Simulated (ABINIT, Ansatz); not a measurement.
**InP (F-43m): G0W0 on several meshes in ABINIT**

Wanted: mesh dependence and cost of G0W0 for InP (F-43m).

Calculated with ABINIT 10.8.3; PBE and many-body steps on it, plane waves.

**1. The starting structure**

The structure is cubic, space group F-43m (No. 216). Conventional cell: a = 5.869 Å, b = 5.869 Å, c = 5.869 Å, α = 90.00°, β = 90.00°, γ = 90.00°. Nearest to In lie 4 P at 2.54 Å. P has 4 In at 2.54 Å nearest. Farther neighbours are not listed.

The cell and positions come from the Crystallography Open Database and are kept as given unless a step says otherwise.

**2. Empty states on the mesh, 4×4×4 mesh, 345 bands**

This step: ABINIT 10.8.3; DFT, PBE, plane waves, norm-conserving pseudopotentials.

The sums over transitions need many empty states on a uniform mesh; this step solves for them.

run.abi reads:

```
acell 3*1.0 Angstrom
rprim 
  -0.000000000000 2.934350000000 2.934350000000
  2.934350000000 -0.000000000000 2.934350000000
  2.934350000000 2.934350000000 -0.000000000000
ntypat 2
znucl 49 15
natom 2
typat 1 2
xred 
  0.000000000000 0.000000000000 0.000000000000
  0.250000000000 0.250000000000 0.250000000000
pp_dirpath "pseudos"
pseudos "In.upf, P.upf"
ecut 33
ngkpt 4 4 4
nshiftk 1
shiftk 0 0 0
kptopt 1
chksymbreak 0
irdden 1
istwfk *1
nband 345
prtvol 0
optdriver 6
gwr_task "HDIAGO"
paral_kgb 0
occopt 1
indata_prefix "in"
outdata_prefix "out"
tmpdata_prefix "tmp"
```

On the command line:

```
OMP_NUM_THREADS=1 mpirun -n 8 abinit run.abi > log
```

Log:

```text
.Version 10.8.3 of ABINIT. v10.8.2 released Aug 2026.

 Symmetries : space group F-4 3 m (#216); Bravais cF (face-center cubic)
[... echo of the input left out ...]
== DATASET  1 ==================================================================
-   mpi_nproc: 8, omp_nthreads: 1 (-1 if OMP is not activated)

--- !DatasetInfo
iteration_state: {dtset: 1, }
dimensions: {natom: 2, nkpt: 8, mband: 345, nsppol: 1, nspinor: 1, nspden: 1, mpw: 3119, }
cutoff_energies: {ecut:  33.0, pawecutdg:  -1.0, }
[...]
Direct band gap semiconductor
 Fundamental gap:     0.688 (eV)
   VBM:     4.922 (eV) at k: [ 0.0000E+00,  0.0000E+00,  0.0000E+00]
   CBM:     5.610 (eV) at k: [ 0.0000E+00,  0.0000E+00,  0.0000E+00]
 Direct gap:         0.688 (eV) at k: [ 0.0000E+00,  0.0000E+00,  0.0000E+00]

== END DATASET(S) ==============================================================
================================================================================

 -outvars: echo values of variables after computation  --------
           etotal      0.0000000000E+00
            nband         345
             nkpt           8
          spgroup         216
 [... the other variables as echoed above ...]

 Calculation completed.
```

Run time: 30 s. Hardware: 8 MPI ranks of Intel Xeon Platinum 8259CL at 2.50GHz (Skylake/Cascade Lake), shared host; peak memory 4.7 GiB.

Numbers from this step:

```yaml
gap: 0.6876 eV
k_of_the_valence_top: 0, 0, 0
k_of_the_conduction_bottom: 0, 0, 0
least_direct_gap: 0.6876 eV
k_points_computed: 8
lowest_point_of_the_top_converged_band_above_the_valence_top: 189.0861 eV
```

On this mesh the gap is 0.688 eV.

The density comes from a self-consistent run that is not shown.

**3. Screening, 4×4×4 mesh, 145 bands, screening to 176.9 eV**

The RPA dielectric matrix is built and inverted for each q.

This step: RPA screening on PBE, plane waves, norm-conserving pseudopotentials.

run.abi: that of step 2 with these lines changed.

```diff
@@ -20,10 +20,11 @@
 chksymbreak 0
-irdden 1
 istwfk *1
-nband 345
-prtvol 0
-optdriver 6
-gwr_task "HDIAGO"
-paral_kgb 0
 occopt 1
+irdwfk 1
+optdriver 3
+nband 145
+ecuteps 6.5
+inclvkb 2
+awtr 1
+symchi 1
 indata_prefix "in"
```

Log:

```text
.Version 10.8.3 of ABINIT. v10.8.2 released Aug 2026.

 Symmetries : space group F-4 3 m (#216); Bravais cF (face-center cubic)
[... echo of the input left out ...]
== DATASET  1 ==================================================================
-   mpi_nproc: 8, omp_nthreads: 1 (-1 if OMP is not activated)

--- !DatasetInfo
iteration_state: {dtset: 1, }
dimensions: {natom: 2, nkpt: 8, mband: 145, nsppol: 1, nspinor: 1, nspden: 1, mpw: 3119, }
cutoff_energies: {ecut:  33.0, pawecutdg:  -1.0, }
electrons: {nelect:   2.60000000E+01, charge:   0.00000000E+00, occopt:   1.00000000E+00, tsmear:   1.00000000E-02, }

 SCREENING: Calculation of the susceptibility and dielectric matrices

 Based on a program developped by R.W. Godby, V. Olevano, G. Onida, and L. Reining.
 Incorporated in ABINIT by V. Olevano, G.-M. Rignanese, and M. Torrent.
.Using double precision arithmetic ; gwpc =  8

[... cell and pseudopotentials left out ...]
--------------------------------------------------------------------------------

 ==== K-mesh for the wavefunctions ====
 Number of points in the irreducible wedge :     8
[... list of points left out ...]
 Together with 24 symmetry operations and time-reversal symmetry
 yields    64 points in the full Brillouin Zone.

 ==== Q-mesh for the screening function ====
 Number of points in the irreducible wedge :     8
[... list of points left out ...]
 Together with 24 symmetry operations and time-reversal symmetry
 yields    64 points in the full Brillouin Zone.

 setmesh: FFT mesh size selected  =    30x   30x   30
          total number of points  =        27000

 vcoul_init : cutoff-mode = AUXILIARY_FUNCTION
 q-points for optical limit:   1
     1)      0.000010    0.000020    0.000030

- screening: taking advantage of time-reversal symmetry
- Maximum band index for partially occupied states nbvw = 13
- Remaining bands to be divided among processors   nbcw = 132
- Number of bands treated by each node ~16

 Number of electrons calculated from density =   26.0000; Expected =   26.0000
 average of density, n =  0.076245
 r_s =    1.4630
 omega_plasma =   26.6355 [eV]

 calculating chi0 at frequencies [eV] :
  1    0.000000E+00    0.000000E+00
  2    0.000000E+00    2.663552E+01

--------------------------------------------------------------------------------
  q-point number  1        q = ( 0.000000, 0.000000, 0.000000) [r.l.u.]
--------------------------------------------------------------------------------
[... chi0 elements left out ...]
 For q-point:  0.000010 0.000020 0.000030
  dielectric constant =  47.1961
  dielectric constant without local fields =  49.8094

  Average fulfillment of the sum rule on Im[epsilon] for q-point    1 :     70.87  [%]
[... wings left out ...]
  q-point number  2        q = ( 0.250000, 0.000000, 0.000000) [r.l.u.]
--------------------------------------------------------------------------------
[... chi0 elements left out ...]
  Average fulfillment of the sum rule on Im[epsilon] for q-point    2 :     81.63  [%]

 [... 6 further q-points ...]
```

Elapsed: 37 s, on 8 MPI ranks; peak memory 1.6 GiB.

Numbers from this step:

| Property | Result |
| --- | --- |
| ε∞ with local fields, on this mesh, along the program's q direction | 47.20 |
| the same without local fields | 49.81 |
| plasma frequency | 26.64 eV |
| plane waves in the screening matrix | 283 |

Local fields lower ε∞ by 5 %. On a Γ-centred mesh this coarse the value itself is usually too large, while a short band sum pulls it down.

**4. 4×4×4**

The self-energy is evaluated for the states that the input lists, and the levels follow from it, in one-shot runs by the linearised quasiparticle equation.

This step: G0W0 on PBE, plane waves, norm-conserving pseudopotentials.

run.abi: that of step 3 with these lines changed.

```diff
@@ -23,8 +23,15 @@
 irdwfk 1
-optdriver 3
+optdriver 4
 nband 145
+gwcalctyp 0
+ecutsigx 33
+symsigma 1
+nkptgw 1
+kptgw 
+  0.0000000000 0.0000000000 0.0000000000
+bdgw 
+  11 17
 ecuteps 6.5
-inclvkb 2
-awtr 1
-symchi 1
+irdscr 1
+ppmodel 1
 indata_prefix "in"
```

Log:

```text
.Version 10.8.3 of ABINIT. v10.8.2 released Aug 2026.

 Symmetries : space group F-4 3 m (#216); Bravais cF (face-center cubic)
[... echo of the input left out ...]
== DATASET  1 ==================================================================
-   mpi_nproc: 8, omp_nthreads: 1 (-1 if OMP is not activated)

--- !DatasetInfo
iteration_state: {dtset: 1, }
dimensions: {natom: 2, nkpt: 8, mband: 145, nsppol: 1, nspinor: 1, nspden: 1, mpw: 3119, }
cutoff_energies: {ecut:  33.0, pawecutdg:  -1.0, }
electrons: {nelect:   2.60000000E+01, charge:   0.00000000E+00, occopt:   1.00000000E+00, tsmear:   1.00000000E-02, }

 SIGMA: Calculation of the GW corrections

 Based on a program developped by R.W. Godby, V. Olevano, G. Onida, and L. Reining.
 Incorporated in ABINIT by V. Olevano, G.-M. Rignanese, and M. Torrent.
.Using double precision arithmetic ; gwpc =  8

[... cell and pseudopotentials left out ...]
--------------------------------------------------------------------------------

 ==== K-mesh for the wavefunctions ====
 Number of points in the irreducible wedge :     8
[... list of points left out ...]
 Together with 24 symmetry operations and time-reversal symmetry
 yields    64 points in the full Brillouin Zone.

 ==== Q-mesh for screening function ====
 Number of points in the irreducible wedge :     8
[... list of points left out ...]
 Together with 24 symmetry operations and time-reversal symmetry
 yields    64 points in the full Brillouin Zone.

 vcoul_init : cutoff-mode = AUXILIARY_FUNCTION
 q-points for optical limit:   1
     1)      0.000010    0.000020    0.000030
 setmesh: FFT mesh size selected  =    45x   45x   45
          total number of points  =        91125

 Number of electrons calculated from density =   26.0000; Expected =   26.0000
 average of density, n =  0.076245
 r_s =    1.4630
 omega_plasma =   26.6355 [eV]

 === KS Band Gaps ===
  >>>> For spin  1
   Minimum direct gap =   0.6876 [eV], located at k-point      :   0.0000  0.0000  0.0000
   Fundamental gap    =   0.6876 [eV], Top of valence bands at :   0.0000  0.0000  0.0000
                                       Bottom of conduction at :   0.0000  0.0000  0.0000
 SIGMA fundamental parameters:
 PLASMON POLE MODEL  1
 number of plane-waves for SigmaX                 3119
 number of plane-waves for SigmaC and W            283
 number of plane-waves for wavefunctions          3119
 number of bands                                   145
 number of independent spin polarizations            1
 number of spinorial components                      1
 number of k-points in IBZ                           8
 number of q-points in IBZ                           8
 number of symmetry operations                      24
 number of k-points in BZ                           64
 number of q-points in BZ                           64
 number of frequencies for dSigma/dE                 9
 frequency step for dSigma/dE [eV]                0.25
 number of omega for Sigma on real axis              0
 max omega for Sigma on real axis  [eV]           0.00
 zcut for avoiding poles [eV]                     0.10

 EPSILON^-1 parameters (SCR file):
 dimension of the eps^-1 matrix on file            283
 dimension of the eps^-1 matrix used               283
 number of plane-waves for wavefunctions          3119
 number of bands                                   145
 number of q-points in IBZ                           8
 number of frequencies                               2
 number of real frequencies                          1
 number of imag frequencies                          1

 matrix elements of self-energy operator (all in [eV])

 Perturbative Calculation

--- !SelfEnergy_ee
iteration_state: {dtset: 1, }
kpoint     : [   0.000,    0.000,    0.000, ]
spin       : 1
KS_gap     :    0.688
QP_gap     :    1.348
Delta_QP_KS:    0.660
data: !SigmaeeData |
     Band     E0 <VxcDFT>   SigX SigC(E0)      Z dSigC/dE  Sig(E)    E-E0       E
       11   4.922 -12.904 -14.799   1.125   0.775  -0.290 -13.501  -0.597   4.326
       12   4.922 -12.904 -14.799   1.125   0.775  -0.290 -13.501  -0.597   4.326
       13   4.922 -12.904 -14.799   1.125   0.775  -0.290 -13.501  -0.597   4.326
       14   5.610 -11.727  -7.731  -3.915   0.790  -0.266 -11.663   0.064   5.674
       15   9.010 -10.776  -6.305  -4.288   0.795  -0.258 -10.631   0.145   9.155
       16   9.010 -10.776  -6.305  -4.288   0.795  -0.258 -10.631   0.145   9.155
       17   9.010 -10.776  -6.305  -4.288   0.795  -0.258 -10.631   0.145   9.155

== END DATASET(S) ==============================================================
================================================================================

 -outvars: echo values of variables after computation  --------
           etotal      0.0000000000E+00
            nband         145
             nkpt           8
          spgroup         216
 [... the other variables as echoed above ...]

 Calculation completed.
```

It took 9 s on 8 MPI ranks; peak memory 1.3 GiB.

Numbers from this step:

```
G0W0 gap on the points computed              : 1.348 eV
starting gap on the mesh                     : 0.6876 eV
k of the valence top                         : 0, 0, 0
k of the conduction bottom                   : 0, 0, 0
Z at the valence top                         : 0.775
Z at the conduction bottom                   : 0.79
least direct G0W0 gap on the computed points : 1.348 eV
```

The gap on the mesh goes from 0.69 eV to 1.35 eV, a correction of +0.66 eV.

**5. Empty states on the mesh, 6×6×6 mesh, 153 bands**

This step: DFT, PBE, plane waves, norm-conserving pseudopotentials.

run.abi: that of step 4 with these lines changed.

```diff
@@ -15,3 +15,3 @@
 ecut 33
-ngkpt 4 4 4
+ngkpt 6 6 6
 nshiftk 1
@@ -20,18 +20,10 @@
 chksymbreak 0
+irdden 1
 istwfk *1
+nband 153
+prtvol 0
+optdriver 6
+gwr_task "HDIAGO"
+paral_kgb 0
 occopt 1
-irdwfk 1
-optdriver 4
-nband 145
-gwcalctyp 0
-ecutsigx 33
-symsigma 1
-nkptgw 1
-kptgw 
-  0.0000000000 0.0000000000 0.0000000000
-bdgw 
-  11 17
-ecuteps 6.5
-irdscr 1
-ppmodel 1
 indata_prefix "in"
```

Log:

```text
[banner, memory and clock lines left out]
.Version 10.8.3 of ABINIT. v10.8.2 released Aug 2026.

 Symmetries : space group F-4 3 m (#216); Bravais cF (face-center cubic)
[... echo of the input left out ...]
== DATASET  1 ==================================================================
-   mpi_nproc: 8, omp_nthreads: 1 (-1 if OMP is not activated)

--- !DatasetInfo
iteration_state: {dtset: 1, }
dimensions: {natom: 2, nkpt: 16, mband: 153, nsppol: 1, nspinor: 1, nspden: 1, mpw: 3119, }
cutoff_energies: {ecut:  33.0, pawecutdg:  -1.0, }
[...]
Integrated=    2.6000E+01

 === KS gaps after direct diagonalization ===
 Direct band gap semiconductor
 Fundamental gap:     0.688 (eV)
   VBM:     4.922 (eV) at k: [ 0.0000E+00,  0.0000E+00,  0.0000E+00]
   CBM:     5.610 (eV) at k: [ 0.0000E+00,  0.0000E+00,  0.0000E+00]
 Direct gap:         0.688 (eV) at k: [ 0.0000E+00,  0.0000E+00,  0.0000E+00]

== END DATASET(S) ==============================================================

 -outvars: echo values of variables after computation  --------
           etotal      0.0000000000E+00
            nband         153
             nkpt          16
          spgroup         216
 [... the other variables as echoed above ...]

 Calculation completed.
```

Run time: 56 s. Hardware: 8 MPI ranks; peak memory 4.6 GiB.

This step gave:

| Quantity | Value |
| --- | --- |
| gap | 0.6876 eV |
| k of the valence top | 0, 0, 0 |
| k of the conduction bottom | 0, 0, 0 |
| least direct gap | 0.6876 eV |
| k points computed | 16 |
| lowest point of the top converged band, above the valence top | 98.7597 eV |

On this mesh the gap is 0.688 eV.

**6. Screening, 6×6×6 mesh, 145 bands, screening to 176.9 eV**

This step: RPA screening on PBE, plane waves, norm-conserving pseudopotentials.

run.abi: that of step 5 with these lines changed.

```diff
@@ -20,10 +20,11 @@
 chksymbreak 0
-irdden 1
 istwfk *1
-nband 153
-prtvol 0
-optdriver 6
-gwr_task "HDIAGO"
-paral_kgb 0
 occopt 1
+irdwfk 1
+optdriver 3
+nband 145
+ecuteps 6.5
+inclvkb 2
+awtr 1
+symchi 1
 indata_prefix "in"
```

Log:

```text
.Version 10.8.3 of ABINIT. v10.8.2 released Aug 2026.

 Symmetries : space group F-4 3 m (#216); Bravais cF (face-center cubic)
[... echo of the input left out ...]
== DATASET  1 ==================================================================
-   mpi_nproc: 8, omp_nthreads: 1 (-1 if OMP is not activated)

--- !DatasetInfo
iteration_state: {dtset: 1, }
dimensions: {natom: 2, nkpt: 16, mband: 145, nsppol: 1, nspinor: 1, nspden: 1, mpw: 3119, }
cutoff_energies: {ecut:  33.0, pawecutdg:  -1.0, }
electrons: {nelect:   2.60000000E+01, charge:   0.00000000E+00, occopt:   1.00000000E+00, tsmear:   1.00000000E-02, }

 SCREENING: Calculation of the susceptibility and dielectric matrices

 Based on a program developped by R.W. Godby, V. Olevano, G. Onida, and L. Reining.
 Incorporated in ABINIT by V. Olevano, G.-M. Rignanese, and M. Torrent.
.Using double precision arithmetic ; gwpc =  8

[... cell and pseudopotentials left out ...]
--------------------------------------------------------------------------------

 ==== K-mesh for the wavefunctions ====
 Number of points in the irreducible wedge :    16
[... list of points left out ...]
 Together with 24 symmetry operations and time-reversal symmetry
 yields   216 points in the full Brillouin Zone.

 ==== Q-mesh for the screening function ====
 Number of points in the irreducible wedge :    16
[... list of points left out ...]
 Together with 24 symmetry operations and time-reversal symmetry
 yields   216 points in the full Brillouin Zone.

 setmesh: FFT mesh size selected  =    30x   30x   30
          total number of points  =        27000

 vcoul_init : cutoff-mode = AUXILIARY_FUNCTION
 q-points for optical limit:   1
     1)      0.000010    0.000020    0.000030

- screening: taking advantage of time-reversal symmetry
- Maximum band index for partially occupied states nbvw = 13
- Remaining bands to be divided among processors   nbcw = 132
- Number of bands treated by each node ~16

 Number of electrons calculated from density =   26.0000; Expected =   26.0000
 average of density, n =  0.076245
 r_s =    1.4630
 omega_plasma =   26.6355 [eV]

 calculating chi0 at frequencies [eV] :
  1    0.000000E+00    0.000000E+00
  2    0.000000E+00    2.663552E+01

--------------------------------------------------------------------------------
  q-point number  1        q = ( 0.000000, 0.000000, 0.000000) [r.l.u.]
--------------------------------------------------------------------------------
[... chi0 elements left out ...]
 For q-point:  0.000010 0.000020 0.000030
  dielectric constant =  21.2007
  dielectric constant without local fields =  22.4511

  Average fulfillment of the sum rule on Im[epsilon] for q-point    1 :     70.91  [%]
[... wings left out ...]
  q-point number  2        q = ( 0.166667, 0.000000, 0.000000) [r.l.u.]
--------------------------------------------------------------------------------
[... chi0 elements left out ...]
  Average fulfillment of the sum rule on Im[epsilon] for q-point    2 :     84.59  [%]

 [... 14 further q-points ...]
```

Run time: 4.2 min. Hardware: 8 MPI ranks; peak memory 2.7 GiB.

Numbers from this step:

| Quantity | Value |
| --- | --- |
| ε∞ with local fields, on this mesh, along the program's q direction | 21.20 |
| the same without local fields | 22.45 |
| plasma frequency | 26.64 eV |
| plane waves in the screening matrix | 283 |

(Continued in part 2 of 2.)

[Paths, hosts, dates, memory and timing lines, banners, echoed tables and standing remarks are left out of the program output.]

[Logs are printed without paths, hosts, clocks, repeated set-up lines and the standing remarks that a program may print on its own settings, such as how far it seeks lower states.]

[Runs of the session that timed out or met a known fault of the program may be left out.]

[No measured gap is set beside runs whose start may be inverted or whose files or cutoffs have a known fault.]

[Hosts, paths, dates, database ids (printed as entryN), source tags and the programs' standing remarks are cut or masked in the printed files.]

[G0W0 gaps are taken among the corrected bands and points alone; a level outside them can change the order at an edge.]

[Where Ansatz stands beside ABINIT at settings called matched, ABINIT's density can come from a denser mesh and the files from another edition; pairs whose starting gaps differed by over 0.03 eV were left out, so agreement reads better than it is.]
